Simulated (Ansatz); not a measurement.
# PtC (model cell, started as NiAs type): a soft mode frozen in, part 2 of 2

Wanted: the energy along a soft mode of PtC (model cell, started as NiAs type) and the structure at the end.

Ansatz 0.2.0; DFT PBEsol, scalar-relativistic, plane waves, PAW.

So far, highest frequency on the path or at a solved wavevector (cm⁻¹): step 2 (phonons on a q mesh) 569. Also lowest frequency on the path (cm⁻¹): step 2 -342.

The structure was built from a prototype and need not be the compound's stable phase.

**6. Relaxing from the distorted cell**

Starting from the lowest point found, all atoms and the cell are let go, so that strain and other modes of the same symmetry can join in.

File input.yaml:

```yaml
crystal:
  lattice:
    - [3.1153338582, -3.085e-06, 0.0]
    - [-1.5576642574, 2.697959805, 0.0]
    - [0.0, 0.0, 5.186655658]
  atoms:
    - { symbol: Pt, position: [0.0, 0.0, 0.0026115165] }
    - { symbol: Pt, position: [0.0, 0.0, 0.5026115165] }
    - { symbol: C, position: [0.3333333333, 0.6666666667, 0.2075834575] }
    - { symbol: C, position: [0.6666666667, 0.3333333333, 0.7075834575] }
kpoints:
  mp_grid: { grid: [15, 15, 8] }
hamiltonian:
  xc: pbesol
scf:
  occupations: { method: methfessel_paxton, width: 0.15 }
output:
  forces: true
  stress: true
  eigenvalues: true
relax:
  adjacent_minimum: "off"
  f_tol: 0.002
  max_steps: 120
  cell: { stress_tol: 0.03 }
```

The run is started by

```sh
$ ansatz run input.yaml --threads 4 --pin off --max-ram 7168MiB --backend cpu --events-out ev --progress --plain --runs-dir out
```

Numbers of over 12 decimals in the logs are rounded to 6 here.

Output:

```text
[...]
Crystal: 4 atoms, lattice volume = 43.594 Å³
Basis set: ecut = 420 eV, 869 PW (Γ), exchange–correlation on 48×48×72 points (8 copies of the dense FFT grid, shifted against one another)
Bands: 27, of which v1, the nominal top of the filled ones, is band 22 counted from 1 (21 counted from 0)
Symmetry: 12 space group operations
[...]
k-points: 135 of 1800 (time reversal used)
[...]
SCF iter   1: F=—  HF=-25256.293466 eV  |F-HF|=—  |Δ(HF+E_count)|=         —  Δρ=9.42e-3  dr2=2.81e-2  ethr=1.77e-3  ⟨swp⟩=5.2  Hψ=14162  notcnv=0
[...]
SCF iter   6: F=-25256.288157 eV  HF=-25256.288157 eV  |F-HF|=8.90e-9  |Δ(HF+E_count)|=   2.63e-7  S|Δr|=    0.00e0  Δρ=9.80e-6  dr2=2.29e-8  ethr=2.27e-10  ⟨swp⟩=5.3  Hψ=16485  notcnv=0
SCF 1 converged in 6 iterations: F = -25256.288157 eV  dr2 = 2.29e-8
[...]
relax step   1: F+E_penalty+E_count = -25256.28815666 eV  Δ(F+E_penalty+E_count) = +0.000e0 eV  max|allowed force component| = 1.728e-1 eV/Å  Δτ_max = 0.0000 Å  P = +5.642 GPa  Ω = 43.594 Å³  (6 SCF iters, dr2 threshold 1.00e-7 eV, accepted)
Crystal: 4 atoms, lattice volume = 44.540 Å³
Basis set: ecut = 420 eV, 893 PW (Γ), exchange–correlation on 48×48×72 points (8 copies of the dense FFT grid, shifted against one another)
[...]
SCF iter   6: F=-25256.353841 eV  HF=-25256.353841 eV  |F-HF|=1.86e-9  |Δ(HF+E_count)|=   6.38e-8  S|Δr|=    0.00e0  Δρ=1.26e-5  dr2=5.75e-8  ethr=9.09e-10  ⟨swp⟩=4.8  Hψ=13755  notcnv=0
SCF 2 converged in 6 iterations: F = -25256.353841 eV  dr2 = 5.75e-8
relax step   2: F+E_penalty+E_count = -25256.35384064 eV  Δ(F+E_penalty+E_count) = -6.568e-2 eV  max|allowed force component| = 4.828e-1 eV/Å  Δτ_max = 0.0057 Å  P = -1.890 GPa  Ω = 44.540 Å³  energy of the carried Pulay correction = -1.679e-3 eV  (6 SCF iters, dr2 threshold 4.00e-7 eV, accepted)
Crystal: 4 atoms, lattice volume = 44.594 Å³
Basis set: ecut = 420 eV, 871 PW (Γ), exchange–correlation on 48×48×72 points (8 copies of the dense FFT grid, shifted against one another)
[...]
SCF iter   5: F=-25256.376280 eV  HF=-25256.376280 eV  |F-HF|=4.61e-8  |Δ(HF+E_count)|=   1.72e-6  S|Δr|=    0.00e0  Δρ=2.71e-5  dr2=2.04e-7  ethr=9.09e-10  ⟨swp⟩=3.1  Hψ=15317  notcnv=0
SCF 3 converged in 5 iterations: F = -25256.376280 eV  dr2 = 2.04e-7
relax step   3: F+E_penalty+E_count = -25256.37628030 eV  Δ(F+E_penalty+E_count) = -2.244e-2 eV  max|allowed force component| = 3.557e-1 eV/Å  Δτ_max = 0.0120 Å  P = -1.077 GPa  Ω = 44.594 Å³  energy of the carried Pulay correction = -1.774e-3 eV  (5 SCF iters, dr2 threshold 4.00e-7 eV, accepted)
[... from here on, the SCF cycles and remarks between the steps are left out ...]
relax step   4: F+E_penalty+E_count = -25256.40801298 eV  Δ(F+E_penalty+E_count) = -3.173e-2 eV  max|allowed force component| = 5.439e-1 eV/Å  Δτ_max = 0.0535 Å  P = +4.884 GPa  Ω = 44.986 Å³  energy of the carried Pulay correction = -2.458e-3 eV  (6 SCF iters, dr2 threshold 4.00e-7 eV, accepted)
relax step   5: F+E_penalty+E_count = -25256.42505282 eV  Δ(F+E_penalty+E_count) = -1.704e-2 eV  max|allowed force component| = 6.769e-2 eV/Å  Δτ_max = 0.0181 Å  P = +0.983 GPa  Ω = 45.077 Å³  energy of the carried Pulay correction = -2.616e-3 eV  (5 SCF iters, dr2 threshold 4.00e-7 eV, accepted)
relax step   6: F+E_penalty+E_count = -25256.43904042 eV  Δ(F+E_penalty+E_count) = -1.399e-2 eV  max|allowed force component| = 2.598e-2 eV/Å  Δτ_max = 0.0023 Å  P = +0.796 GPa  Ω = 45.169 Å³  energy of the carried Pulay correction = -2.776e-3 eV  (5 SCF iters, dr2 threshold 4.00e-7 eV, accepted)
relax step   7: F+E_penalty+E_count = -25256.43914090 eV  Δ(F+E_penalty+E_count) = -1.005e-4 eV  max|allowed force component| = 2.249e-3 eV/Å  Δτ_max = 0.0005 Å  P = -0.212 GPa  Ω = 45.343 Å³  energy of the carried Pulay correction = -3.078e-3 eV  (4 SCF iters, dr2 threshold 4.00e-7 eV, accepted)
relax step   8: F+E_penalty+E_count = -25256.43927503 eV  Δ(F+E_penalty+E_count) = -1.341e-4 eV  max|allowed force component| = 2.203e-3 eV/Å  Δτ_max = 0.0006 Å  P = +0.012 GPa  Ω = 45.290 Å³  energy of the carried Pulay correction = -2.986e-3 eV  (4 SCF iters, dr2 threshold 1.79e-7 eV, accepted)
relax step   9: F+E_penalty+E_count = -25256.43926512 eV  Δ(F+E_penalty+E_count) = +9.912e-6 eV  max|allowed force component| = 4.122e-4 eV/Å  Δτ_max = 0.0002 Å  P = +0.001 GPa  Ω = 45.297 Å³  energy of the carried Pulay correction = -2.997e-3 eV  (4 SCF iters, dr2 threshold 2.88e-9 eV, accepted)
relax step  10: F+E_penalty+E_count = -25256.45124660 eV  Δ(F+E_penalty+E_count) = -1.198e-2 eV  max|allowed force component| = 4.131e-4 eV/Å  Δτ_max = 0.0000 Å  P = +0.346 GPa  Ω = 45.297 Å³  stress off target by 9.66e-1 GPa  SCF on the basis re-selected at this cell (its energy is not comparable with the rows above)  (6 SCF iters)
relax step  11: F+E_penalty+E_count = -25256.45159853 eV  Δ(F+E_penalty+E_count) = -3.519e-4 eV  max|allowed force component| = 3.050e-3 eV/Å  Δτ_max = 0.0010 Å  P = +0.005 GPa  Ω = 45.385 Å³  energy of the carried Pulay correction = -1.527e-4 eV  (4 SCF iters, dr2 threshold 4.00e-7 eV, accepted)
relax step  12: F+E_penalty+E_count = -25256.45158903 eV  Δ(F+E_penalty+E_count) = +9.500e-6 eV  max|allowed force component| = 1.812e-4 eV/Å  Δτ_max = 0.0002 Å  P = -0.003 GPa  Ω = 45.392 Å³  energy of the carried Pulay correction = -1.659e-4 eV  (4 SCF iters, dr2 threshold 6.04e-9 eV, accepted)
[...]
SCF iter   5: F=-25256.451741 eV  HF=-25256.451741 eV  |F-HF|=1.82e-11  |Δ(HF+E_count)|=  2.55e-11  S|Δr|=    0.00e0  Δρ=1.06e-7  dr2=5.13e-12  ethr=1.00e-12  ⟨swp⟩=5.0  Hψ=14885  notcnv=0
SCF 13 converged in 5 iterations: F = -25256.451741 eV  dr2 = 5.13e-12
relax step  13: F+E_penalty+E_count = -25256.45174057 eV  Δ(F+E_penalty+E_count) = -1.515e-4 eV  max|allowed force component| = 1.857e-4 eV/Å  Δτ_max = 0.0000 Å  P = -0.004 GPa  Ω = 45.392 Å³  stress off target by 8.90e-3 GPa  SCF on the basis re-selected at this cell (its energy is not comparable with the rows above)  (5 SCF iters)
[...]
SCF converged after 5 iterations
[...]
Free energy (F): -25256.451741 eV
[...]
Internal energy: -25256.453826 eV  (E = F + TS)
E sigma→0 (E₀):  -25256.452262 eV
Entropy (-TS):   0.002085 eV (0.521 meV/atom)
Fermi energy:    19.126971 eV
[...]
--- Forces (eV/Å), atoms counted from 1 ---
  atom   1  Pt     0.00000000    -0.00000000     0.00018561
  atom   2  Pt    -0.00000000     0.00000000     0.00018561
  atom   3  C     -0.00000000     0.00000000    -0.00018576
  atom   4  C      0.00000000    -0.00000000    -0.00018576
  max |Σ_I F_I| component: 3.05e-7 eV/Å
--- Stress (GPa, compression-positive) ---
       -0.008904      -0.000000       0.000000
       -0.000000      -0.008904       0.000000
        0.000000       0.000000       0.006665
  P = ⅓ Tr σ = -0.0037 GPa (-0.037 kbar)
--- Band table (eV; the first three rows and the last of 135) ---
  k-point 0: bands = [... 18 lower, 16.4107, 16.4107, 18.7015, 19.4279, 20.9377, 20.9377, 23.7454, 24.1258, ... 1 higher]
  k-point 1: bands = [... 18 lower, 16.3358, 16.3358, 18.5875, 19.2136, 21.0759, 21.0759, 24.0075, 24.0075, ... 1 higher]
  k-point 2: bands = [... 18 lower, 16.1401, 16.1401, 18.3255, 18.7423, 21.4528, 21.4528, 23.6738, 23.6738, ... 1 higher]
  k-point 134: bands = [... 18 lower, 16.7584, 16.7584, 17.9356, 17.9356, 19.7504, 19.7504, 22.9461, 22.9461, ... 1 higher]
--- Relaxed structure (11 steps of the walk, 11 accepted, 2 SCFs on fresh bases) ---
  F+E_penalty+E_count = -25256.45174057 eV   max|allowed force component| = 1.857e-4 eV/Å   (the final SCF, on the basis selected at the relaxed cell)
  cell:  # Å, volume = 45.3922 Å³
    - [3.022812, -2.9933851641244075e-6, -1.9327836426025343e-17]
    - [-1.511403, 2.617833, 1.0504542435986711e-17]
    - [-3.2178518172594784e-17, 1.6160792456008285e-18, 5.736251]
  atoms:
    - { symbol: Pt, position: [-1.3486416116697633e-18, 0, 0.013556] }
    - { symbol: Pt, position: [-1.3486416116697566e-18, 0, 0.513556] }
    - { symbol: C, position: [0.333333, 0.666667, 0.196639] }
    - { symbol: C, position: [0.666667, 0.333333, 0.696639] }
```

It took 36 s on 4 threads of Intel Xeon 6975P-C (Granite Rapids), shared host; peak memory 0.55 GiB; 1.8 min of CPU time.

Step by step:

```tsv
step	energy less that of the first step (eV)	largest force component (eV/Å)	pressure (GPa)	volume (Å³)
1	0.0000	0.1728	5.64	43.59
2	-0.0657	0.4828	-1.89	44.54
3	-0.0881	0.3557	-1.08	44.59
4	-0.1199	0.5439	4.88	44.99
5	-0.1369	0.0677	0.98	45.08
6	-0.1509	0.0260	0.80	45.17
7	-0.1510	0.0022	-0.21	45.34
8	-0.1511	0.0022	0.01	45.29
9	-0.1511	0.0004	0.00	45.30
10*	-0.1631	0.0004	0.35	45.30
11	-0.1634	0.0031	0.01	45.38
12	-0.1634	0.0002	0.00	45.39
13*	-0.1636	0.0002	0.00	45.39
```

Relaxation steps marked * repeat the geometry before them on a plane-wave basis chosen anew for their cell, so energy and pressure can jump there.

The run keeps the 12 symmetry operations that it works with, so distortions that break them were not tested.

```tsv
conventional cell, symmetrised	before	after	change
a (Å)	3.115	3.023	-3.0 %
b (Å)	3.115	3.023	-3.0 %
c (Å)	5.187	5.736	+10.6 %
volume (Å³/atom)	10.90	11.35	+4.1 %
```

The atoms that moved most (Å, as changes of fractional coordinates times the final cell):

```tsv
atom	dx	dy	dz	length
C4	0.000	0.000	-0.063	0.063
Pt1	0.000	0.000	0.063	0.063
Pt2	0.000	0.000	0.063	0.063
C3	0.000	0.000	-0.063	0.063
```

The relaxed structure:

```cif
data_structure
_symmetry_space_group_name_H-M 'P 1'
_symmetry_Int_Tables_number 1
_cell_length_a 3.0228
_cell_length_b 3.0228
_cell_length_c 5.7363
_cell_angle_alpha 90.000
_cell_angle_beta 90.000
_cell_angle_gamma 120.000
_cell_volume 45.39
loop_
_atom_site_label
_atom_site_type_symbol
_atom_site_fract_x
_atom_site_fract_y
_atom_site_fract_z
_atom_site_occupancy
Pt1 Pt 0.00000 0.00000 0.01356 1
Pt2 Pt 0.00000 0.00000 0.51356 1
C3 C 0.33333 0.66667 0.19664 1
C4 C 0.66667 0.33333 0.69664 1
```

Numbers from this step:

- pressure: -0.003714 GPa
- volume per atom: 11.35 Å³

The distorted start has space group P6_3mc; the relaxation ends in P6_3mc.

**7. Modes of the new phase**

A relaxed structure may still be a saddle point, so its zone-centre modes are computed. No field response is asked, since the mesh shows no gap.

input.yaml, the sections that differ from step 6:

```yaml
crystal:
  lattice:
    - [3.0228116227, -2.9934e-06, 0.0]
    - [-1.511403219, 2.6178331528, 0.0]
    - [0.0, 0.0, 5.7362507132]
  atoms:
    - { symbol: Pt, position: [0.0, 0.0, 0.013555981] }
    - { symbol: Pt, position: [0.0, 0.0, 0.513555981] }
    - { symbol: C, position: [0.3333333333, 0.6666666667, 0.196638993] }
    - { symbol: C, position: [0.6666666667, 0.3333333333, 0.696638993] }
output:
  eigenvalues: true
phonons:
  method: dfpt
# kpoints, hamiltonian, scf: as in step 6
# relax: removed
```

Output:

```text
[...]
Crystal: 4 atoms, lattice volume = 45.392 Å³
Basis set: ecut = 420 eV, 847 PW (Γ), exchange–correlation on 48×48×80 points (8 copies of the dense FFT grid, shifted against one another)
Bands: 27, of which v1, the nominal top of the filled ones, is band 22 counted from 1 (21 counted from 0)
Symmetry: 12 space group operations
k-points: 488 of 1800 (irreducible under 2 space group operations, time reversal used)
[...]
SCF iter   1: F=—  HF=-25256.464361 eV  |F-HF|=—  |Δ(HF+E_count)|=         —  Δρ=1.38e-2  dr2=5.46e-2  ethr=1.77e-3  ⟨swp⟩=5.2  Hψ=50469  notcnv=0
[...]
SCF iter   9: F=-25256.451741 eV  HF=-25256.451741 eV  |F-HF|=0.00e0  |Δ(HF+E_count)|=  1.82e-11  S|Δr|=    0.00e0  Δρ=9.11e-8  dr2=3.09e-12  ethr=1.00e-12  ⟨swp⟩=7.6  Hψ=59100  notcnv=0
SCF 1 converged in 9 iterations: F = -25256.451741 eV  dr2 = 3.09e-12
[...]
DFPT response loops at Γ: preconditioner auto → Kerker (q_TF=auto, 2.714 Å⁻¹) (partly filled bands, converged f_vac=0.000); β = 1.00, the filter's whole step (`scf.mixing.beta` (0.50) is not read by the response loops under this deck's `scf.mixing.preconditioner`; to damp them name `kerker` or `kerker_dos`, under which they read `scf.mixing.beta`, and type it under 1.00, their step now; both keys bind the ground state too); Broyden in place of MSR1
SCF converged after 9 iterations
[...]
Free energy (F): -25256.451741 eV
[...]
Internal energy: -25256.453826 eV  (E = F + TS)
E sigma→0 (E₀):  -25256.452262 eV
Entropy (-TS):   0.002085 eV (0.521 meV/atom)
Fermi energy:    19.126970 eV
[...]
--- Band table (eV; the first three rows and the last of 488) ---
  k-point 0: bands = [... 18 lower, 16.4107, 16.4107, 18.7015, 19.4279, 20.9377, 20.9377, 23.7454, 24.1258, ... 1 higher]
  k-point 1: bands = [... 18 lower, 16.3358, 16.3358, 18.5875, 19.2136, 21.0759, 21.0759, 24.0075, 24.0075, ... 1 higher]
  k-point 2: bands = [... 18 lower, 16.1401, 16.1401, 18.3255, 18.7423, 21.4528, 21.4528, 23.6738, 23.6738, ... 1 higher]
  k-point 487: bands = [... 18 lower, 15.9992, 17.1976, 17.6541, 18.2321, 19.6094, 21.3792, 21.9760, 22.7994, ... 1 higher]
--- Phonons (Γ-DFPT): 4 representative perturbations + reference, on 488 of 1800 k-points (Σ response iterations 14) ---
  k mesh reduced under 2 symmetry operations, with k and −k counted as one. Each operation leaves every solved perturbation unchanged. A smaller set is not used because it would not reduce the number of displacements times k-points to solve
  ASR residual: 3.903e-5 → 0.000e0 eV/Å²; symmetrization residual: 1.788e-4 eV/Å²
  ASR residual per site (eV/Å²): 3.90e-5 3.90e-5 1.93e-5 1.93e-5
[...]
non-analytic LO–TO correction: not included (Born effective charges unavailable; polar crystals: no LO–TO splitting at Γ)
```

The job ended after 59 s (4 threads; peak memory 1.8 GiB).

Numbers from this step:

```
sum-rule residual before enforcement                    : 3.90e-5 eV/Å²
point group                                             : 6mm
highest optical mode at the zone centre (no LO-TO term) : 606.7 cm⁻¹
lowest optical zone-centre mode                         : -38.56 cm⁻¹
```

Patterns of degenerate modes are one choice out of their space. The modes at Γ (shares of kinetic energy by element, %) (negative means imaginary):

```tsv
mode	frequency (cm⁻¹)	symmetry	Pt %	C %
1	-38.6	E2	94	6
2	-38.6	E2	94	6
3	0.0	acoustic	94	6
4	0.0	acoustic	94	6
5	0.0	acoustic	94	6
6	173.5	B1	96	4
7	530.2	E2	6	94
8	530.2	E2	6	94
9	547.9	A1	6	94
10	578.1	E1	6	94
11	578.1	E1	6	94
12	606.7	B1	4	96
```

Displacements in mode 1 (-38.6 cm⁻¹), the largest set to 1:
```
Pt1 -0.12  0.95  0.00
Pt2  0.12 -0.95  0.00
C3  -0.13  1.00  0.00
C4   0.13 -1.00  0.00
```

Displacements in mode 6 (173.5 cm⁻¹), the largest set to 1:
```
Pt1  0.00  0.00 -1.00
Pt2  0.00  0.00  1.00
C3   0.00  0.00 -0.79
C4   0.00  0.00  0.79
```

Before it was imposed, the acoustic sum rule was missed by 3.9e-5 eV/Å². Small misses are needed for a sound result but don't prove that mesh and cutoff are converged. The lowest optical mode is imaginary, 38.6i cm⁻¹, so the energy falls along it.

**8. Summary of results**

- unstable mode of the parent: q = (0, 0, 0), 342i cm⁻¹
- depth at the lowest point sampled: 37.5 meV/atom
- largest atomic shift at that point: 0.22 Å
- space group reached (within 0.01 Å): P6_3mc
- energy gained over the parent (first relaxation, on the mesh of the frozen mode): 78.6 meV/atom
- volume per atom, phase reached: 11.3 Å³
- lowest optical zone-centre mode, phase reached: -38.6 cm⁻¹
- highest optical mode at the zone centre (no LO-TO term), phase reached: 607 cm⁻¹

What this shows: Along this mode the structure falls into P6_3mc, 78.6 meV/atom below the parent. At the parent's cell the well is 37.51 meV/atom deep on the steps tried, with its lowest point at a shift of 0.22 Å. Relaxing atoms and cell changes the gain by +41.09 meV/atom against the lowest step (energies at zero smearing). The new phase still has an imaginary mode at the zone centre of its cell, so it is a saddle point on the way to a lower structure. Of the 2 patterns followed to their end from this parent, this one ends 3.86 meV/atom above the lowest, C2/m. Each path keeps the symmetry of its pattern, so a lower phase may lie along a pattern not tried. With no gap, or one that is small against the smearing, the frequencies hang on the k mesh and the smearing, most of all near Kohn anomalies. Spin-orbit coupling is left out, which can matter for the heavy elements here. The starting cell was built on a prototype and not taken from a measurement, so the phase need not exist.

[Logs are printed without paths, hosts, clocks, repeated set-up lines and the standing remarks that a program may print on its own settings, such as how far it seeks lower states.]

[Hosts, paths, dates, database ids (printed as entryN), source tags and the programs' standing remarks are cut or masked in the printed files.]
